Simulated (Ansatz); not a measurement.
# How fast states decay through Li2BrF

Aim: relax a made-up compound, Li2BrF, and see how good a tunnel barrier it would be. It is built by putting Br for part of the F in the LiF structure of space group P6_3mc, with the volume rescaled by atomic radii. The parent structure comes from the Materials Project.

Program: Ansatz 0.2.0. Level of theory: r2SCAN DFT, plane waves, PAW files, in the first sound run; inputs show where later runs differ. Results are calculated unless marked as measured.

The structure was built from a prototype and need not be the compound's stable phase.

### 1. Starting point

Symmetry: P3m1, No. 156, trigonal system. Conventional cell: a = 3.331 Å, b = 3.331 Å, c = 5.231 Å, α = 90.00°, β = 90.00°, γ = 120.00°. Li has 3 F at 2.01 Å and 1 Br at 2.03 Å nearest. Nearest to Li lie 3 Br at 2.01 Å and 1 F at 2.03 Å. Nearest to Br lie 4 Li at 2.01 to 2.03 Å. F has 4 Li at 2.01 to 2.03 Å nearest. It derives from LiF. Br for part of the F in the LiF structure of space group P6_3mc. Farther neighbours and most contacts between anions are not listed.

### 2. Relaxing the new crystal

The substituted atoms don't fit the parent's cell, so cell and atoms relax together. A small smearing keeps the run stable in case the gap closes on the way.

input.yaml reads:

```yaml
crystal:
  lattice:
    - [3.3309665343, 0.0, 0.0]
    - [-1.6654832671, 2.8847016378, 0.0]
    - [0.0, 0.0, 5.2314119901]
  atoms:
    - { symbol: Li, position: [0.3333333333, 0.6666666667, 0.38115426] }
    - { symbol: Li, position: [0.6666666667, 0.3333333333, 0.88115426] }
    - { symbol: Br, position: [0.3333333333, 0.6666666667, 0.99384374] }
    - { symbol: F, position: [0.6666666667, 0.3333333333, 0.49384374] }
kpoints:
  mp_grid: { grid: [8, 8, 4] }
scf:
  occupations: { method: gaussian, width: 0.03 }
hamiltonian:
  xc: r2scan
output:
  forces: true
  stress: true
relax:
  f_tol: 0.02
  max_steps: 60
  cell: {}
```

The run is started by

```sh
> ansatz run input.yaml --threads 2 --pin off --max-ram 4096MiB --backend cpu --events-out ev --progress --plain --runs-dir out
```

Numbers of over 12 decimals in the logs are rounded to 6 here.

What it wrote:

```text
Engine: ansatz 0.2.0, aarch64-unknown-linux-gnu
Pseudopotentials: kind: paw
Pseudopotential: Li, paw, valence charge 3, recommended cutoff 500 eV (meta_gga), Li.paw.azcp
Pseudopotential: Br, paw, valence charge 7, recommended cutoff 500 eV (meta_gga), Br.paw.azcp
Pseudopotential: F, paw, valence charge 7, recommended cutoff 500 eV (meta_gga), F.paw.azcp
Functional definition: r2SCAN
  parameter k0 = 0.174
  parameter k1 = 0.065
  parameter a1 = 4.9479
  exchange = r2scan_x(k0 = k0, k1 = k1, a1 = a1)
  correlation = r2scan_c
Crystal: 4 atoms, lattice volume = 50.268 Å³
Basis set: ecut = 500 eV, 1255 PW (Γ), exchange–correlation on 100×100×160 points (64 copies of the dense FFT grid, shifted against one another)
Bands: 14, of which v1, the nominal top of the filled ones, is band 10 counted from 1 (9 counted from 0)
Symmetry: 6 space group operations
Space group: P3m1 (ITA 156), of the structure as read, at distance tolerance 3.7e-5 Å
k-points: 35 of 256 (time reversal used)
Non-local potential: Li, projectors of the file, l = 0: 3, l = 1: 2, l = 2: 1
Non-local potential: Br, projectors of the file, l = 0: 2, l = 1: 2, l = 2: 2
Non-local potential: F, projectors of the file, l = 0: 2, l = 1: 2, l = 2: 1
PAW form: soft (Blöchl's): semilocal exchange-correlation on the pseudo side does not see the compensation charge
PAW frozen core: Br, regenerated for the run's functional (the file was generated under x = pbe(κ = 0.804, μ = 0.219515), c = pbe(β = 0.066725))
PAW frozen core: F, regenerated for the run's functional (the file was generated under x = pbe(κ = 0.804, μ = 0.219515), c = pbe(β = 0.066725))
PAW one-centre angular grid: Li, 302 points (default); XC on 327 of its mesh's 2665 points in the sphere
PAW one-centre angular grid: Br, 302 points (default); XC on 160 Gauss nodes
PAW one-centre angular grid: F, 302 points (default); XC on 160 Gauss nodes
Initial density: superposition of atomic densities (neutral atoms: chi_scale 0, normalization atom), corrected by the library's trained network
Initial wavefunctions: pseudopotential atomic-orbital guess
Functional: x = r2scan, c = r2scan; τ floored in thin density (d = 2e-4 eV/Å³)
SCF iter   1: F=—  HF=-4017.000425 eV  |F-HF|=—  |Δ(HF+E_count)|=         —  Δρ=6.44e-3  dr2=2.15e-2  dr2_τ=5.23e-2  ethr=1.77e-3  ⟨swp⟩=6.2  Hψ=3200  notcnv=0
preconditioner: auto → none  [insulator: Δε(μ)=6.634 eV  Ē_g=14.190 eV  σ=0.030 eV  W_gap=1.00  n_scr=8 (ndim 8)  ℏωp=19.6 eV  f_vac=0.028  D(μ)=0.00/eV (n_scr^D=0)  ε∞_Penn≈2.9]
SCF iter   2: F=—  HF=-4017.091817 eV  |F-HF|=—  |Δ(HF+E_count)|=   9.14e-2  Δρ=4.50e-3  dr2=3.66e-3  dr2_τ=7.96e-4  ethr=1.08e-4  ⟨swp⟩=3.0  Hψ=1300  notcnv=0
SCF iter   3: F=—  HF=-4017.091520 eV  |F-HF|=—  |Δ(HF+E_count)|=   2.97e-4  Δρ=1.28e-3  dr2=5.21e-4  dr2_τ=5.52e-5  ethr=1.83e-5  ⟨swp⟩=2.0  Hψ=898  notcnv=0
SCF iter   4: F=—  HF=-4017.091573 eV  |F-HF|=—  |Δ(HF+E_count)|=   5.39e-5  Δρ=2.85e-4  dr2=2.40e-5  dr2_τ=2.91e-6  ethr=2.60e-6  ⟨swp⟩=2.5  Hψ=807  notcnv=0
SCF iter   5: F=—  HF=-4017.091576 eV  |F-HF|=—  |Δ(HF+E_count)|=   2.55e-6  Δρ=4.65e-5  dr2=6.02e-7  dr2_τ=8.17e-8  ethr=1.20e-7  ⟨swp⟩=2.0  Hψ=701  notcnv=0
SCF iter   6: F=-4017.091577 eV  HF=-4017.091577 eV  |F-HF|=4.67e-8  |Δ(HF+E_count)|=   5.47e-7  Δρ=1.46e-5  dr2=4.70e-8  dr2_τ=5.27e-9  ethr=5.00e-10  ⟨swp⟩=5.0  Hψ=1924  notcnv=0
SCF 1 converged in 6 iterations: F = -4017.091577 eV  dr2 = 4.70e-8
  greatest PAW one-centre occupation: 1.000 electrons in one spin orbital (limit 2), on the Li atom at site 1 (counted from 0), in its partial waves of l = 0
relax step   1: F+E_penalty+E_count = -4017.09157663 eV  Δ(F+E_penalty+E_count) = +0.000e0 eV  max|allowed force component| = 3.299e0 eV/Å  Δτ_max = 0.0000 Å  P = +25.600 GPa  Ω = 50.268 Å³  (6 SCF iters, dr2 threshold 1.00e-7 eV, accepted)
Crystal: 4 atoms, lattice volume = 55.900 Å³
Basis set: ecut = 500 eV, 1423 PW (Γ), exchange–correlation on 100×100×160 points (64 copies of the dense FFT grid, shifted against one another)
Initial density: handed on by an earlier stage of this run
Initial wavefunctions: those handed on with the density
iter 1 solved again at ethr=1.20e-3 eV; its pass at ethr=3.10e-3 eV (dr2=2.40e-1 eV) is discarded
SCF iter   1: F=—  HF=-4018.096505 eV  |F-HF|=—  |Δ(HF+E_count)|=         —  Δρ=1.82e-2  dr2=2.40e-1  dr2_τ=2.24e-1  ethr=1.20e-3  ⟨swp⟩=1.0  Hψ=3646  notcnv=0
automatic band count: iteration 1 solves 13 bands in place of 14: the levels show a gap, and the empty bands left out lie too high to hold charge; the band table lists the bands solved (type scf.n_extra_bands for more)
preconditioner: auto → none  [insulator: Δε(μ)=5.475 eV  Ē_g=12.785 eV  σ=0.030 eV  W_gap=1.00  n_scr=8 (ndim 8)  ℏωp=18.6 eV  f_vac=0.060  D(μ)=0.00/eV (n_scr^D=0)  ε∞_Penn≈3.1]
SCF iter   2: F=—  HF=-4018.335633 eV  |F-HF|=—  |Δ(HF+E_count)|=   2.39e-1  Δρ=1.08e-2  dr2=3.40e-2  dr2_τ=4.99e-3  ethr=1.20e-3  ⟨swp⟩=3.0  Hψ=955  notcnv=0
SCF iter   3: F=—  HF=-4018.335182 eV  |F-HF|=—  |Δ(HF+E_count)|=   4.51e-4  Δρ=4.10e-3  dr2=4.56e-3  dr2_τ=7.55e-4  ethr=1.70e-4  ⟨swp⟩=2.0  Hψ=1104  notcnv=0
SCF iter   4: F=—  HF=-4018.337394 eV  |F-HF|=—  |Δ(HF+E_count)|=   2.21e-3  Δρ=1.84e-3  dr2=9.61e-4  dr2_τ=1.24e-4  ethr=2.28e-5  ⟨swp⟩=2.0  Hψ=729  notcnv=0
SCF iter   5: F=—  HF=-4018.337876 eV  |F-HF|=—  |Δ(HF+E_count)|=   4.82e-4  Δρ=4.72e-4  dr2=4.94e-5  dr2_τ=8.90e-6  ethr=4.80e-6  ⟨swp⟩=2.1  Hψ=650  notcnv=0
SCF iter   6: F=—  HF=-4018.337928 eV  |F-HF|=—  |Δ(HF+E_count)|=   5.22e-5  Δρ=8.37e-5  dr2=1.36e-6  dr2_τ=2.45e-7  ethr=2.47e-7  ⟨swp⟩=2.5  Hψ=817  notcnv=0
SCF iter   7: F=-4018.337929 eV  HF=-4018.337929 eV  |F-HF|=5.86e-9  |Δ(HF+E_count)|=   1.54e-6  Δρ=6.96e-6  dr2=1.23e-8  dr2_τ=1.69e-9  ethr=2.00e-9  ⟨swp⟩=5.0  Hψ=1809  notcnv=0
SCF 2 converged in 7 iterations: F = -4018.337929 eV  dr2 = 1.23e-8
  greatest PAW one-centre occupation: 0.999 electrons in one spin orbital (limit 2), on the Li atom at site 1 (counted from 0), in its partial waves of l = 0
relax step   2: F+E_penalty+E_count = -4018.33792942 eV  Δ(F+E_penalty+E_count) = -1.246e0 eV  max|allowed force component| = 1.853e0 eV/Å  Δτ_max = 0.1471 Å  P = +12.049 GPa  Ω = 55.900 Å³  energy of the carried Pulay correction = -1.711e-3 eV  (7 SCF iters, dr2 threshold 4.00e-7 eV, accepted)
Crystal: 4 atoms, lattice volume = 62.423 Å³
Basis set: ecut = 500 eV, 1581 PW (Γ), exchange–correlation on 100×100×160 points (64 copies of the dense FFT grid, shifted against one another)
iter 1 solved again at ethr=6.98e-4 eV; its pass at ethr=3.10e-3 eV (dr2=1.40e-1 eV) is discarded
SCF iter   1: F=—  HF=-4018.708357 eV  |F-HF|=—  |Δ(HF+E_count)|=         —  Δρ=1.60e-2  dr2=1.42e-1  dr2_τ=1.76e-1  ethr=6.98e-4  ⟨swp⟩=1.0  Hψ=3395  notcnv=0
automatic band count: iteration 1 solves 13 bands in place of 14: the levels show a gap, and the empty bands left out lie too high to hold charge; the band table lists the bands solved (type scf.n_extra_bands for more)
preconditioner: auto → none  [insulator: Δε(μ)=4.764 eV  Ē_g=12.308 eV  σ=0.030 eV  W_gap=1.00  n_scr=8 (ndim 8)  ℏωp=17.6 eV  f_vac=0.072  D(μ)=0.00/eV (n_scr^D=0)  ε∞_Penn≈3.0]
SCF iter   2: F=—  HF=-4018.961240 eV  |F-HF|=—  |Δ(HF+E_count)|=   2.53e-1  Δρ=9.65e-3  dr2=2.94e-2  dr2_τ=3.98e-3  ethr=6.98e-4  ⟨swp⟩=3.0  Hψ=931  notcnv=0
SCF iter   3: F=—  HF=-4018.964804 eV  |F-HF|=—  |Δ(HF+E_count)|=   3.56e-3  Δρ=3.88e-3  dr2=5.15e-3  dr2_τ=7.23e-4  ethr=1.47e-4  ⟨swp⟩=2.0  Hψ=1120  notcnv=0
SCF iter   4: F=—  HF=-4018.967415 eV  |F-HF|=—  |Δ(HF+E_count)|=   2.61e-3  Δρ=9.25e-4  dr2=2.46e-4  dr2_τ=4.60e-5  ethr=2.58e-5  ⟨swp⟩=2.0  Hψ=756  notcnv=0
SCF iter   5: F=—  HF=-4018.967677 eV  |F-HF|=—  |Δ(HF+E_count)|=   2.62e-4  Δρ=2.31e-4  dr2=1.61e-5  dr2_τ=2.11e-6  ethr=1.23e-6  ⟨swp⟩=2.2  Hψ=726  notcnv=0
SCF iter   6: F=—  HF=-4018.967688 eV  |F-HF|=—  |Δ(HF+E_count)|=   1.09e-5  Δρ=4.74e-5  dr2=8.10e-7  dr2_τ=5.59e-8  ethr=8.05e-8  ⟨swp⟩=2.4  Hψ=808  notcnv=0
SCF iter   7: F=-4018.967688 eV  HF=-4018.967688 eV  |F-HF|=2.48e-9  |Δ(HF+E_count)|=   3.90e-7  Δρ=7.01e-6  dr2=1.55e-8  dr2_τ=1.56e-9  ethr=2.00e-9  ⟨swp⟩=5.0  Hψ=1807  notcnv=0
SCF 3 converged in 7 iterations: F = -4018.967688 eV  dr2 = 1.55e-8
relax step   3: F+E_penalty+E_count = -4018.96768793 eV  Δ(F+E_penalty+E_count) = -6.298e-1 eV  max|allowed force component| = 7.977e-1 eV/Å  Δτ_max = 0.1611 Å  P = +3.673 GPa  Ω = 62.423 Å³  energy of the carried Pulay correction = -3.366e-3 eV  (7 SCF iters, dr2 threshold 4.00e-7 eV, accepted)
[...]
relax step   4: F+E_penalty+E_count = -4019.09549245 eV  Δ(F+E_penalty+E_count) = -1.278e-1 eV  max|allowed force component| = 1.378e-1 eV/Å  Δτ_max = 0.0808 Å  P = -0.075 GPa  Ω = 68.635 Å³  energy of the carried Pulay correction = -4.694e-3 eV  (7 SCF iters, dr2 threshold 4.00e-7 eV, accepted)
[...]
relax step   5: F+E_penalty+E_count = -4019.09707030 eV  Δ(F+E_penalty+E_count) = -1.578e-3 eV  max|allowed force component| = 4.474e-2 eV/Å  Δτ_max = 0.0215 Å  P = +0.184 GPa  Ω = 68.199 Å³  energy of the carried Pulay correction = -4.607e-3 eV  (5 SCF iters, dr2 threshold 4.00e-7 eV, accepted)
[...]
relax step   6: F+E_penalty+E_count = -4019.09744343 eV  Δ(F+E_penalty+E_count) = -3.731e-4 eV  max|allowed force component| = 6.492e-3 eV/Å  Δτ_max = 0.0063 Å  P = +0.012 GPa  Ω = 68.558 Å³  energy of the carried Pulay correction = -4.678e-3 eV  (5 SCF iters, dr2 threshold 1.25e-7 eV, accepted)
[...]
relax step   7: F+E_penalty+E_count = -4019.10441976 eV  Δ(F+E_penalty+E_count) = -6.976e-3 eV  max|allowed force component| = 6.642e-3 eV/Å  Δτ_max = 0.0000 Å  P = +0.192 GPa  Ω = 68.558 Å³  stress off target by 1.95e-1 GPa  SCF on the basis re-selected at this cell (its energy is not comparable with the rows above)  (7 SCF iters)
[...]
relax step   8: F+E_penalty+E_count = -4019.10459392 eV  Δ(F+E_penalty+E_count) = -1.742e-4 eV  max|allowed force component| = 6.822e-3 eV/Å  Δτ_max = 0.0018 Å  P = +0.004 GPa  Ω = 68.997 Å³  energy of the carried Pulay correction = -1.047e-4 eV  (5 SCF iters, dr2 threshold 9.52e-8 eV, accepted)
iter 1 solved again at ethr=1.80e-7 eV; its pass at ethr=3.10e-3 eV (dr2=3.59e-5 eV) is discarded
SCF iter   1: F=—  HF=-4019.104683 eV  |F-HF|=—  |Δ(HF+E_count)|=         —  Δρ=4.04e-5  dr2=3.92e-8  dr2_τ=4.01e-8  ethr=1.80e-7  ⟨swp⟩=3.9  Hψ=4553  notcnv=0
preconditioner: auto → none  [insulator: Δε(μ)=4.704 eV  Ē_g=12.624 eV  σ=0.030 eV  W_gap=1.00  n_scr=10 (ndim 8)  ℏωp=16.7 eV  f_vac=0.069  D(μ)=0.00/eV (n_scr^D=0)  ε∞_Penn≈2.8]
SCF iter   2: F=—  HF=-4019.104688 eV  |F-HF|=—  |Δ(HF+E_count)|=   5.65e-6  Δρ=2.02e-5  dr2=1.03e-8  dr2_τ=1.21e-7  ethr=1.96e-10  ⟨swp⟩=2.1  Hψ=852  notcnv=0
SCF iter   3: F=—  HF=-4019.104687 eV  |F-HF|=—  |Δ(HF+E_count)|=   1.72e-6  Δρ=3.08e-6  dr2=3.54e-9  dr2_τ=8.24e-10  ethr=5.15e-11  ⟨swp⟩=2.0  Hψ=840  notcnv=0
SCF iter   4: F=—  HF=-4019.104687 eV  |F-HF|=—  |Δ(HF+E_count)|=   6.84e-9  Δρ=4.10e-7  dr2=3.91e-11  dr2_τ=4.37e-11  ethr=1.00e-12  ⟨swp⟩=4.0  Hψ=2202  notcnv=0
SCF iter   5: F=-4019.104687 eV  HF=-4019.104687 eV  |F-HF|=3.77e-11  |Δ(HF+E_count)|=  2.26e-10  Δρ=9.46e-8  dr2=4.45e-12  dr2_τ=7.12e-13  ethr=1.00e-12  ⟨swp⟩=4.0  Hψ=1575  notcnv=0
SCF 9 converged in 5 iterations: F = -4019.104687 eV  dr2 = 4.45e-12
relax step   9: F+E_penalty+E_count = -4019.10468669 eV  Δ(F+E_penalty+E_count) = -9.276e-5 eV  max|allowed force component| = 6.761e-3 eV/Å  Δτ_max = 0.0000 Å  P = +0.003 GPa  Ω = 68.997 Å³  stress off target by 5.49e-3 GPa  SCF on the basis re-selected at this cell (its energy is not comparable with the rows above)  (5 SCF iters)
basis re-selected at this cell: Δ(F+E_penalty+E_count) = -9.276e-5 eV, ΔP = -0.001 GPa vs the last step (what re-selecting the basis moved, of the pressure what is left beyond the Pulay correction that the steps carried, after the strain that the cell walked since its last selection, with what the two solves' SCF thresholds leave and, on support functions, any second-order correction that the steps lacked; it is no m [...]
SCF converged after 5 iterations
Free energy (F): -4019.104687 eV
Harris-Foulkes:  -4019.104687 eV  (|F-HF|=3.77e-11)
Internal energy: -4019.104687 eV  (E = F + TS)
E sigma→0 (E₀):  -4019.104687 eV
Fermi energy:    3.196830 eV
--- Per-component energies (eV) ---
  E_band       = -265.463426
  E_kinetic    = 388.245908
  E_local      = -1217.726822  (includes V_loc(G=0)·N_el)
  E_nonlocal   = 76.591681
  E_hartree    = 423.216257
  E_xc         = -353.078143
  E_vxc        = -264.131517  (∫ρ·V_xc dr)
  E_paw        = -2516.676211  (= ΣΔE_a)
  E_vpaw       = -111.687801  (= ΣTr[D̂ρ^β])
  E_aug_tail   = 0.000836  (compensation charges beyond the density's cutoff)
  E_vtau       = 16.811746  (kinetic-family band-sum trace: ∫τ·v_τ [+ j·A + Jᵃ·Aᵃ] dr)
  E_ewald      = -819.488606
  E_core_change = -0.189585  (= ΣΔE_core)
  E_smearing   = -0.000000  (= −TS)
  E_closure    = -0.000000  (closes the sum)
  Σ components = -4019.104687   (vs F -4019.104687, Δ=0.00e0)
--- Forces (eV/Å), atoms counted from 1 ---
  atom   1  Li     0.00000000    -0.00000000    -0.00204153
  atom   2  Li     0.00000000     0.00000000     0.00401917
  atom   3  Br     0.00000000     0.00000000    -0.00683414
  atom   4  F      0.00000000    -0.00000000     0.00456462
  max |Σ_I F_I| component: 2.92e-4 eV/Å
--- Stress (GPa, compression-positive) ---
        0.001798       0.000000      -0.000000
        0.000000       0.001798      -0.000000
       -0.000000      -0.000000       0.005494
  P = ⅓ Tr σ = 0.0030 GPa (0.030 kbar)
--- Relaxed structure (7 steps of the walk, 7 accepted, 2 SCFs on fresh bases) ---
  F+E_penalty+E_count = -4019.10468669 eV   max|allowed force component| = 6.761e-3 eV/Å   (the final SCF, on the basis selected at the relaxed cell)
  cell:  # Å, volume = 68.9971 Å³
    - [3.700150, -3.206705876295614e-11, -2.3826356406497893e-17]
    - [-1.850075, 3.204424, 2.382635640673634e-17]
    - [-3.742021581498937e-17, 2.1604571674782824e-17, 5.819176]
  atoms:
    - { symbol: Li, position: [0.333333, 0.666667, 0.436882] }
    - { symbol: Li, position: [0.666667, 0.333333, 0.811473] }
    - { symbol: Br, position: [0.333333, 0.666667, 0.997301] }
    - { symbol: F, position: [0.666667, 0.333333, 0.504340] }
```

Wall time 26 s (2 threads of Arm Neoverse V2, shared host); peak memory 0.51 GiB; 50 s of CPU time.

The steps of the relaxation:

| step | energy less that of the first step (eV) | largest force component (eV/Å) | pressure (GPa) | volume (Å³) |
| --- | --- | --- | --- | --- |
| 1 | 0.0000 | 3.2986 | 25.60 | 50.27 |
| 2 | -1.2464 | 1.8534 | 12.05 | 55.90 |
| 3 | -1.8761 | 0.7977 | 3.67 | 62.42 |
| 4 | -2.0039 | 0.1378 | -0.08 | 68.63 |
| 5 | -2.0055 | 0.0447 | 0.18 | 68.20 |
| 6 | -2.0059 | 0.0065 | 0.01 | 68.56 |
| 7* | -2.0128 | 0.0066 | 0.19 | 68.56 |
| 8 | -2.0130 | 0.0068 | 0.00 | 69.00 |
| 9* | -2.0131 | 0.0068 | 0.00 | 69.00 |

Relaxation steps marked * repeat the geometry before them on a plane-wave basis chosen anew for their cell, so energy and pressure can jump there.

The run keeps the 6 symmetry operations that it works with, so distortions that break them were not tested.

| conventional cell, symmetrised | before | after | change |
| --- | --- | --- | --- |
| a (Å) | 3.331 | 3.700 | +11.1 % |
| b (Å) | 3.331 | 3.700 | +11.1 % |
| c (Å) | 5.231 | 5.819 | +11.2 % |
| volume (Å³/atom) | 12.57 | 17.25 | +37.3 % |

The atoms that moved most (Å, as changes of fractional coordinates times the final cell):

| atom | dx | dy | dz | length |
| --- | --- | --- | --- | --- |
| Li2 | 0.000 | 0.000 | -0.405 | 0.405 |
| Li1 | 0.000 | 0.000 | 0.324 | 0.324 |
| F4 | 0.000 | 0.000 | 0.061 | 0.061 |
| Br3 | 0.000 | 0.000 | 0.020 | 0.020 |

The relaxed structure:

```xyz
4
Lattice="3.7001 0.0000 0.0000 -1.8501 3.2044 0.0000 0.0000 0.0000 5.8192" Properties=species:S:1:pos:R:3 pbc="T T T"
Li    0.0000    2.1363    2.5423
Li    1.8501    1.0681    4.7221
Br    0.0000    2.1363    5.8035
F     1.8501    1.0681    2.9348
```

Numbers from this step:

```yaml
free_energy: -4019.1047 eV
fermi_energy: 3.197 eV
pressure: 0.003030 GPa
```

The largest force component on a free atom ends at 0.0068 eV/Å.

(Part 1 of 3 ends here.)

[Logs are printed without paths, hosts, clocks, repeated set-up lines and the standing remarks that a program may print on its own settings, such as how far it seeks lower states.]

[Hosts, paths, dates, database ids (printed as entryN), source tags and the programs' standing remarks are cut or masked in the printed files.]
